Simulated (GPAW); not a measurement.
# Ti K-edge XANES of TiPd (Pm-3m)

Aim: the near-edge shape at the Ti K edge of TiPd (Pm-3m), and what the core hole does to it.

Program: GPAW 26.7.0. Level of theory: X-ray absorption from dipole matrix elements to empty bands, plane-wave PAW LDA. Results are calculated unless marked as measured.

## Step 1: Set-up

The structure is cubic, space group Pm-3m (No. 221). Conventional cell: a = 3.180 Å, b = 3.180 Å, c = 3.180 Å, α = 90.00°, β = 90.00°, γ = 90.00°. Nearest to Pd lie 8 Ti at 2.75 Å. Nearest to Ti lie 8 Pd at 2.75 Å. Farther neighbours are not listed.

Structure file:

```xyz
2
Lattice="3.1800 0.0000 0.0000 0.0000 3.1800 0.0000 0.0000 0.0000 3.1800" Properties=species:S:1:pos:R:3 pbc="T T T"
Pd    0.0000    0.0000    0.0000
Ti    1.5900    1.5900    1.5900
```

## Step 2: The field without a hole

A plain self-consistent run shows whether there is a gap, which decides the set-up of the core-hole run.

scf.py

```python
import numpy as np
from ase import Atoms
from ase.parallel import parprint, paropen
from gpaw import GPAW, PW, FermiDirac, Mixer, MixerDif, setup_paths
from gpaw.test import gen
setup_paths.insert(0, '.')
gen('Ti', name='nch1s', xcname='LDA', corehole=(1, 0, 0), write_xml=True)
from gpaw.mpi import world
world.barrier()

atoms = Atoms('PdTi',
    cell=[[3.18, 0, 0],
     [0, 3.18, 0],
     [0, 0, 3.18]],
    scaled_positions=[[0, 0, 0],
     [0.5, 0.5, 0.5]],
    pbc=True)
atoms.calc = calc = GPAW(legacy_gpaw=True, mode=PW(430), xc='LDA', setups={1: 'nch1s'},
    kpts={'size': (8, 8, 8), 'gamma': True}, occupations=FermiDirac(0.05),
    charge=0, mixer=Mixer(0.1, 5, 50), maxiter=150,
    convergence={'density': 0.0001}, txt='scf.txt')
energy = atoms.get_potential_energy() + calc.get_reference_energy()
ef = calc.get_fermi_level()
out = dict(energy=energy, fermi=ef, forces=atoms.get_forces().tolist())
parprint(f'all-electron energy {energy:.4f} eV, Fermi level {ef:.4f} eV')
ev = np.array([[calc.get_eigenvalues(k, s) for k in range(len(calc.get_ibz_k_points()))] for s in range(calc.get_number_of_spins())])
out['homo'], out['lumo'], out['counts'] = ev[ev < ef].max(), ev[ev > ef].min(), sorted(set((ev < ef).sum((0, 2)).tolist()))
out['filled'] = (ev[:, 0] < ef).sum(1).tolist()
import json
with paropen('out.json', 'w') as f:
    json.dump(out, f)
```

Started as:

```console
> OMP_NUM_THREADS=1 mpirun -n 4 gpaw python scf.py
```

Numbers of over 12 decimals in the logs are rounded to 6 here.

The program printed:

```text
Input parameters:
  convergence: {density: 0.0001}
  kpts: {gamma: True,
         size: (8, 8, 8)}
  maxiter: 150
  mixer: {backend: pulay,
          beta: 0.1,
          method: separate,
          nmaxold: 5,
          weight: 50}
  mode: {ecut: 430.0,
         name: pw}
  occupations: {fixmagmom: False,
                name: fermi-dirac,
                width: 0.05}
  setups: {1: nch1s}

Initialize ...

[... PAW data sets ...]

Reference energy: -160272.027150  # eV

Spin-paired calculation

[... convergence settings ...]
Symmetries present (total): 48
  [... symmetry matrices ...]

512 k-points: 8 x 8 x 8 Monkhorst-Pack grid + [1/16,1/16,1/16]
35 k-points in the irreducible part of the Brillouin zone
       k-points in crystal coordinates                weights
   0:     0.00000000    0.00000000    0.00000000          1/512
   1:     0.12500000    0.00000000    0.00000000          6/512
   2:     0.12500000    0.12500000    0.00000000         12/512
   3:     0.12500000    0.12500000    0.12500000          8/512
   4:     0.25000000    0.00000000    0.00000000          6/512
   5:     0.25000000    0.12500000    0.00000000         24/512
   6:     0.25000000    0.12500000    0.12500000         24/512
   7:     0.25000000    0.25000000    0.00000000         12/512
   8:     0.25000000    0.25000000    0.12500000         24/512
   9:     0.25000000    0.25000000    0.25000000          8/512
          ...
  34:     0.50000000    0.50000000    0.50000000          1/512

Wave functions: Plane wave expansion
  Cutoff energy: 430.000 eV
  Number of coefficients (min, max): 619, 672
  Pulay-stress correction: 0.000000 eV/Ang^3 (de/decut=0.000000)
  Using FFTW library
  Wavefunction extrapolation:
    Improved wavefunction reuse through dual PAW basis

Occupation numbers: Fermi-Dirac:
  width: 0.0500  # eV

Eigensolver
   Davidson(niter=2)

Densities:
  Coarse grid: 16*16*16 grid
  Fine grid: 32*32*32 grid
  Total Charge: 0.000000

Density mixing:
  Method: separate
  Backend: pulay
  Linear mixing parameter: 0.1
  old densities: 5
  Width of damping distribution: 1.1
  Damping of long wavelength oscillations: 50

[... Hamiltonian set-up ...]
Number of atoms: 2
Number of atomic orbitals: 25
Number of bands in calculation: 21
Number of valence electrons: 28
Bands to converge: occupied

... initialized

Initializing position-dependent things.

Density initialized from atomic densities
Creating initial wave functions:
  21 bands from LCAO basis set

Positions:
   0 Pd     0.000000    0.000000    0.000000    ( 0.0000,  0.0000,  0.0000)
   1 Ti     1.590000    1.590000    1.590000    ( 0.0000,  0.0000,  0.0000)

Unit cell:
           periodic     x           y           z      points  spacing
  1. axis:    yes    3.180000    0.000000    0.000000    16     0.1988
  2. axis:    yes    0.000000    3.180000    0.000000    16     0.1988
  3. axis:    yes    0.000000    0.000000    3.180000    16     0.1988

  Lengths:   3.180000   3.180000   3.180000
  Angles:   90.000000  90.000000  90.000000

Effective grid spacing dv^(1/3) = 0.1987

iter:   1   -18.859351
iter:   2   -14.665728   -0.47  -0.94
iter:   3   -13.971733   -1.65  -1.33
iter:   4   -13.673550   -1.05  -1.47
iter:   5   -13.642281   -1.67  -1.85
iter:   6   -13.800194   -2.11  -1.90
iter:   7   -13.528229   -2.12  -1.81
iter:   8   -13.518943   -2.84  -2.51
iter:   9   -13.519833c  -4.21  -3.24
iter:  10   -13.519123c  -4.30  -2.97
iter:  11   -13.519154c  -4.72  -3.18
iter:  12   -13.519051c  -5.29  -3.92
iter:  13   -13.519004c  -5.72  -3.73
iter:  14   -13.518984c  -6.05  -4.03c
iter:  15   -13.518984c  -7.02  -4.62c
iter:  16   -13.518984c  -7.61c -4.67c

Converged after 16 iterations.

Dipole moment: (-0.000000, -0.000000, -0.000000) |e|*Ang

Energy contributions relative to reference atoms: (reference = -160272.027150)

Kinetic:         -4.281398
Potential:       -2.094569
External:        +0.000000
XC:              -7.028035
Entropy (-ST):   -0.029754
Local:           -0.100105
SIC:             +0.000000
--------------------------
Free energy:    -13.533861
Extrapolated:   -13.518984

Showing only first 2 kpts
 Kpt  Band  Eigenvalues  Occupancy
  0    12      6.28093    2.00000
  0    13      9.69902    0.00017
  0    14      9.69902    0.00017
  0    15     11.37744    0.00000

  1    12      6.33266    2.00000
  1    13      9.53528    0.00457
  1    14      9.75202    0.00006
  1    15     11.01887    0.00000

Fermi level: 9.23129

No gap
No difference between direct/indirect transitions

Forces in eV/Ang:
  0 Pd    0.00000    0.00000    0.00000
  1 Ti    0.00000    0.00000    0.00000
Scalar-relativistic atomic LDA calculation for Ti (Titanium, Z=22)
Core hole in 1s state (1s occupation: 2.0)
600 radial gridpoints.
|------------------------------------------------|
|------------------------------------------------|
[... the atom generator's iteration count ...]

Energy contributions:
-------------------------
Kinetic:     +858.169401
XC:           -40.035523
Potential:  -1669.760805
-------------------------
Total:       -851.626927

state      eigenvalue         ekin         rmax
-----------------------------------------------
1s^2.0 :  -178.412898   235.142209        0.046
2s^2.0 :   -19.674824    40.676506        0.270
2p^6.0 :   -16.315972    39.591103        0.219
3s^2.0 :    -2.287902     8.427789        0.869
3p^6.0 :    -1.425558     7.161594        0.900
3d^2.0 :    -0.164024     3.704740        0.977
4s^2.0 :    -0.168799     0.875365        2.882
4p^0.0 :    -0.056429     0.465286        3.811
-----------------------------------------------
(units: Bohr and Hartree)

Generating PAW setup
Kinetic energy of the core from tauc = 793.509929
Cutoffs:
rc(s)=2.400
rc(p)=2.000
rc(d)=2.000
rc(vbar)=1.800
rc(comp)=2.300
rc(nct)=2.400

Kinetic energy of the core states: 789.184048
Charge: 0.0
Core electrons: 10.0
Valence electrons: 12.0
Pseudo-core charge: 0.000001
Shape function alpha=1.890
Pseudo-electron charge 6.382666
state    eigenvalue         norm
--------------------------------
3s(2) :    -2.287902     0.302066
4s(2) :    -0.168799     0.990650
3p(6) :    -1.425558     0.436626
4p(0) :    -0.056429     0.981035
3d(2) :    -0.164024     0.588737
*d    :     0.835976
--------------------------------

Diagonalizing with gridspacing h=0.050

state   all-electron     PAW
-------------------------------
3s:      -2.287902    -2.288205
3p:      -1.425558    -1.426242
3d:      -0.164024    -0.164519
*f:                    0.065395
-------------------------------
all-electron energy -160285.5461 eV, Fermi level 9.2313 eV
```

Elapsed: 6.1 s, on 4 MPI ranks of Arm Neoverse V1, shared host; peak memory 0.16 GiB.

The mesh shows no gap, so the system is treated as a metal and the core electron is put at the Fermi level (neutral cell).

## Step 3: Spectrum without a core hole, Ti atom 2

Without a hole the spectrum is the empty density of states of the right symmetry on the absorber, weighted by matrix elements. It needs only the small cell and serves as the baseline. The data set with a hole of occupation 0 only carries the core orbital.

The absorber has 8 Pd at 2.75 Å and 6 Ti at 3.18 Å (cube and octahedron, as in bcc, site symmetry m-3m).

xas.py

```python
import numpy as np
from ase import Atoms
from ase.parallel import parprint, paropen
from gpaw import GPAW, PW, FermiDirac, Mixer, MixerDif, setup_paths
from gpaw.test import gen
setup_paths.insert(0, '.')
gen('Ti', name='nch1s', xcname='LDA', corehole=(1, 0, 0), write_xml=True)
from gpaw.mpi import world
world.barrier()

atoms = Atoms('PdTi',
    cell=[[3.18, 0, 0],
     [0, 3.18, 0],
     [0, 0, 3.18]],
    scaled_positions=[[0, 0, 0],
     [0.5, 0.5, 0.5]],
    pbc=True)
atoms.calc = calc = GPAW(legacy_gpaw=True, mode=PW(430), xc='LDA', setups={1: 'nch1s'},
    kpts={'size': (11, 11, 11), 'gamma': True}, occupations=FermiDirac(0.1),
    charge=0, mixer=Mixer(0.1, 5, 50), maxiter=150,
    convergence={'density': 0.0001}, txt='scf.txt')
energy = atoms.get_potential_energy() + calc.get_reference_energy()
ef = calc.get_fermi_level()
out = dict(energy=energy, fermi=ef, forces=atoms.get_forces().tolist())
parprint(f'all-electron energy {energy:.4f} eV, Fermi level {ef:.4f} eV')
ev = np.array([[calc.get_eigenvalues(k, s) for k in range(len(calc.get_ibz_k_points()))] for s in range(calc.get_number_of_spins())])
out['homo'], out['lumo'], out['counts'] = ev[ev < ef].max(), ev[ev > ef].min(), sorted(set((ev < ef).sum((0, 2)).tolist()))
out['filled'] = (ev[:, 0] < ef).sum(1).tolist()

from ase.units import Ha
from gpaw.xas import dipole_matrix_elements
nb = int(calc.get_number_of_electrons() / 2) + 33
top = nb
nscf = calc.fixed_density(kpts={'size': (8, 8, 8), 'gamma': True},
    convergence={'eigenstates': 1.0}, txt='nscf.txt')
nscf.diagonalize_full_hamiltonian(nbands=nb)
cell = atoms.cell.array
ops = [cell.T @ U.T @ np.linalg.inv(cell.T) for U in nscf.wfs.kd.symmetry.op_scc]
E = np.arange(-25, 34, 0.1)
fwhm = np.interp(E, [4, 25], [0.94, 3.5])
Y, X, zero, highest = 0, 0, 1e9, 1e9
for spin in range(nscf.get_number_of_spins()):
    wfs = nscf.wfs
    A = dipole_matrix_elements(wfs.setups[1])
    eps = np.zeros((wfs.kd.nibzkpts, nb))
    d = np.zeros((3, A.shape[1], wfs.kd.nibzkpts, nb), complex)
    for kpt in wfs.kpt_u:
        if kpt.s == spin and 1 in kpt.P_ani:
            eps[kpt.k] = kpt.eps_n * Ha
            d[:, :, kpt.k] = (kpt.weight * wfs.nspins / 2) ** 0.5 * np.inner(A, kpt.P_ani[1])
    world.sum(eps)
    world.sum(d)
    T = np.einsum('amkn,bmkn->abkn', d, d.conj()).real
    T = sum(np.einsum('ai,ijkn,bj->abkn', R, T, R) for R in ops) / len(ops)
    empty = eps > ef
    zero, highest = min(zero, eps[empty].min()), min(highest, eps[:, top - 1].min())
    lines = [(eps, T, empty)] if spin == 0 else lines + [(eps, T, empty)]
for eps, T, empty in lines:
    f = np.einsum('aakn->akn', T).reshape(3, -1)
    x = eps.ravel() - zero
    w = np.interp(x, E, fwhm) / 2.35482
    g = np.exp(-0.5 * ((E[:, None] - x) / w) ** 2) / (w * (2 * np.pi) ** 0.5)
    Y = Y + (f * empty.ravel()) @ g.T
    X = X + (f * ~empty.ravel()) @ g.T
out.update(E=E.round(2).tolist(), xas=Y.tolist(), xes=X.tolist(), zero=zero, valid=highest - zero, nk=len(eps), nb=nb)
for i in range(0, len(E), 10):
    parprint(f'{E[i]:7.2f}', *(f'{v:10.3e}' for v in Y[:, i]))
import json
with paropen('out.json', 'w') as f:
    json.dump(out, f)
```

Started as:

```console
> OMP_NUM_THREADS=1 mpirun -n 4 gpaw python xas.py
```

The program printed:

```text
Input parameters:
  convergence: {density: 0.0001}
  kpts: {gamma: True,
         size: (11, 11, 11)}
  maxiter: 150
  mixer: {backend: pulay,
          beta: 0.1,
          method: separate,
          nmaxold: 5,
          weight: 50}
  mode: {ecut: 430.0,
         name: pw}
  occupations: {fixmagmom: False,
                name: fermi-dirac,
                width: 0.1}
  setups: {1: nch1s}

Initialize ...

[...]
*d    :     0.835976
--------------------------------

Diagonalizing with gridspacing h=0.050

state   all-electron     PAW
-------------------------------
3s:      -2.287902    -2.288205
3p:      -1.425558    -1.426242
3d:      -0.164024    -0.164519
*f:                    0.065395
-------------------------------
all-electron energy -160285.5548 eV, Fermi level 9.2696 eV
[...]
32.00  4.578e-07  4.578e-07  4.578e-07
  33.00  4.621e-07  4.621e-07  4.621e-07
[key lines of the parts left out:]
Converged after 18 iterations.
Dipole moment: (-0.000000, -0.000000, -0.000000) |e|*Ang
Free energy:    -13.581532
Fermi level: 9.26958
```

Wall time 15 s (4 MPI ranks); peak memory 0.23 GiB.

The Ti K spectrum, Ti atom 2, no core hole (energy from the lowest empty level; intensity scaled to a mean of 1 over the first 20 eV):

| E (eV) | intensity |
| --- | --- |
| -2.0 | 0.00 |
| -1.5 | 0.00 |
| -1.0 | 0.00 |
| -0.5 | 0.07 |
| 0.0 | 0.43 |
| 0.5 | 0.85 |
| 1.0 | 0.63 |
| 1.5 | 0.30 |
| 2.0 | 0.26 |
| 2.5 | 0.33 |
| 3.0 | 0.54 |
| 3.5 | 0.67 |
| 4.0 | 0.77 |
| 4.5 | 0.71 |
| 5.0 | 0.70 |
| 5.5 | 0.74 |
| 6.0 | 0.50 |
| 6.5 | 0.40 |
| 7.0 | 0.55 |
| 7.5 | 0.73 |
| 8.0 | 0.88 |
| 8.5 | 1.06 |
| 9.0 | 1.18 |
| 9.5 | 1.15 |
| 10.0 | 1.13 |
| 10.5 | 1.21 |
| 11.0 | 1.27 |
| 11.5 | 1.26 |
| 12.0 | 1.26 |
| 12.5 | 1.31 |
| 13.0 | 1.34 |
| 13.5 | 1.34 |
| 14.0 | 1.32 |
| 14.5 | 1.31 |
| 15.0 | 1.36 |
| 15.5 | 1.46 |
| 16.0 | 1.59 |
| 16.5 | 1.66 |
| 17.0 | 1.65 |
| 17.5 | 1.54 |
| 18.0 | 1.35 |
| 18.5 | 1.15 |
| 19.0 | 0.97 |
| 19.5 | 0.85 |
| 20.0 | 0.80 |
| 20.5 | 0.79 |
| 21.0 | 0.80 |
| 21.5 | 0.83 |
| 22.0 | 0.87 |
| 22.5 | 0.91 |
| 23.0 | 0.94 |
| 23.5 | 0.96 |
| 24.0 | 0.97 |
| 24.5 | 0.97 |
| 25.0 | 0.95 |
| 25.5 | 0.91 |
| 26.0 | 0.86 |
| 26.5 | 0.81 |
| 27.0 | 0.76 |
| 27.5 | 0.73 |
| 28.0 | 0.72 |
| 28.5 | 0.74 |
| 29.0 | 0.77 |
| 29.5 | 0.82 |
| 30.0 | 0.86 |
| 30.5 | 0.89 |
| 31.0 | 0.90 |
| 31.5 | 0.90 |
| 32.0 | 0.90 |

Main maxima below 30 eV (height): 0.6 eV (0.86), 4.1 eV (0.78), 9.1 eV (1.18), 13.2 eV (1.34), 16.7 eV (1.67) and 24.1 eV (0.97). A K edge sees empty p states. The weak features of the first eV are p character mixed into the empty d bands; the main 4p edge lies above them.

The same matrix elements for filled bands give the Ti K emission of Ti atom 2 (ground-state approximation; energy from the lowest empty level, largest value 1):

| E (eV) | emission |
| --- | --- |
| -24.00 | 0.00 |
| -23.25 | 0.00 |
| -22.50 | 0.00 |
| -21.75 | 0.00 |
| -21.00 | 0.00 |
| -20.25 | 0.00 |
| -19.50 | 0.00 |
| -18.75 | 0.00 |
| -18.00 | 0.00 |
| -17.25 | 0.00 |
| -16.50 | 0.00 |
| -15.75 | 0.00 |
| -15.00 | 0.00 |
| -14.25 | 0.00 |
| -13.50 | 0.00 |
| -12.75 | 0.00 |
| -12.00 | 0.00 |
| -11.25 | 0.00 |
| -10.50 | 0.00 |
| -9.75 | 0.00 |
| -9.00 | 0.00 |
| -8.25 | 0.00 |
| -7.50 | 0.00 |
| -6.75 | 0.03 |
| -6.00 | 0.12 |
| -5.25 | 0.43 |
| -4.50 | 0.89 |
| -3.75 | 0.96 |
| -3.00 | 0.62 |
| -2.25 | 0.45 |
| -1.50 | 0.36 |
| -0.75 | 0.46 |
| 0.00 | 0.37 |
| 0.75 | 0.03 |
| 1.50 | 0.00 |
| 2.25 | 0.00 |
| 3.00 | 0.00 |

Emission maxima: -4.0 eV (1.00) and -0.4 eV (0.48).

## Step 4: Supercell without a hole, the energy reference

The photon energy needs a difference of total energies, so the cell and mesh of the coming hole run are first run without a hole.

scf.py, as its differences from that of step 2:

```diff
@@ -10,11 +10,27 @@
 
-atoms = Atoms('PdTi',
-    cell=[[3.18, 0, 0],
-     [0, 3.18, 0],
-     [0, 0, 3.18]],
+atoms = Atoms('Pd9Ti9',
+    cell=[[0, -6.36, 3.18],
+     [3.18, 0, 6.36],
+     [-6.36, 3.18, 0]],
     scaled_positions=[[0, 0, 0],
-     [0.5, 0.5, 0.5]],
+     [0.11111111, 0.44444444, 0.22222222],
+     [0.33333333, 0.33333333, 0.66666667],
+     [0.55555556, 0.22222222, 0.11111111],
+     [0.22222222, 0.88888889, 0.44444444],
+     [0.77777778, 0.11111111, 0.55555556],
+     [0.44444444, 0.77777778, 0.88888889],
+     [0.66666667, 0.66666667, 0.33333333],
+     [0.88888889, 0.55555556, 0.77777778],
+     [0.72222222, 0.38888889, 0.94444444],
+     [0.83333333, 0.83333333, 0.16666667],
+     [0.05555556, 0.72222222, 0.61111111],
+     [0.27777778, 0.61111111, 0.05555556],
+     [0.94444444, 0.27777778, 0.38888889],
+     [0.5, 0.5, 0.5],
+     [0.16666667, 0.16666667, 0.83333333],
+     [0.38888889, 0.05555556, 0.27777778],
+     [0.61111111, 0.94444444, 0.72222222]],
     pbc=True)
-atoms.calc = calc = GPAW(legacy_gpaw=True, mode=PW(430), xc='LDA', setups={1: 'nch1s'},
-    kpts={'size': (8, 8, 8), 'gamma': True}, occupations=FermiDirac(0.05),
+atoms.calc = calc = GPAW(legacy_gpaw=True, mode=PW(430), xc='LDA', setups={9: 'nch1s'},
+    kpts={'size': (4, 4, 4), 'gamma': True}, occupations=FermiDirac(0.1),
     charge=0, mixer=Mixer(0.1, 5, 50), maxiter=150,
```

Started as:

```console
> OMP_NUM_THREADS=1 mpirun -n 4 gpaw python scf.py
```

The program printed:

```text
Input parameters:
  convergence: {density: 0.0001}
  kpts: {gamma: True,
         size: (4, 4, 4)}
  maxiter: 150
  mixer: {backend: pulay,
          beta: 0.1,
          method: separate,
          nmaxold: 5,
          weight: 50}
  mode: {ecut: 430.0,
         name: pw}
  occupations: {fixmagmom: False,
                name: fermi-dirac,
                width: 0.1}
  setups: {9: nch1s}

Initialize ...

[...]
4s(2) :    -0.168799     0.990650
3p(6) :    -1.425558     0.436626
4p(0) :    -0.056429     0.981035
3d(2) :    -0.164024     0.588737
*d    :     0.835976
--------------------------------

Diagonalizing with gridspacing h=0.050

state   all-electron     PAW
-------------------------------
3s:      -2.287902    -2.288205
3p:      -1.425558    -1.426242
3d:      -0.164024    -0.164519
*f:                    0.065395
-------------------------------
all-electron energy -1442569.9815 eV, Fermi level 9.2581 eV
[key lines of the parts left out:]
Converged after 24 iterations.
Dipole moment: (0.000004, -0.000002, 0.000004) |e|*Ang
Free energy:   -122.218280
Fermi level: 9.25813
```

Run time: 10 min. Hardware: 4 MPI ranks; peak memory 0.57 GiB.

Reference energy: -1442569.981 eV with the cores included.

(Continued in part 2 of 3.)

[Banner, clock and machine lines of the logs are left out without a mark of their own.]

[Logs are printed without paths, hosts, clocks, repeated set-up lines and the standing remarks that a program may print on its own settings, such as how far it seeks lower states.]

[Hosts, paths, dates, database ids (printed as entryN), source tags and the programs' standing remarks are cut or masked in the printed files.]

[Lists of maxima count a maximum above −3 eV only where it reaches 4 % of the highest in the window and stands out from its surroundings by 2 % of it (1.5 % where it reaches 55 %); shoulders and weaker maxima are passed over, and of the rest the first, up to two pre-edge ones and the few strongest are named.]
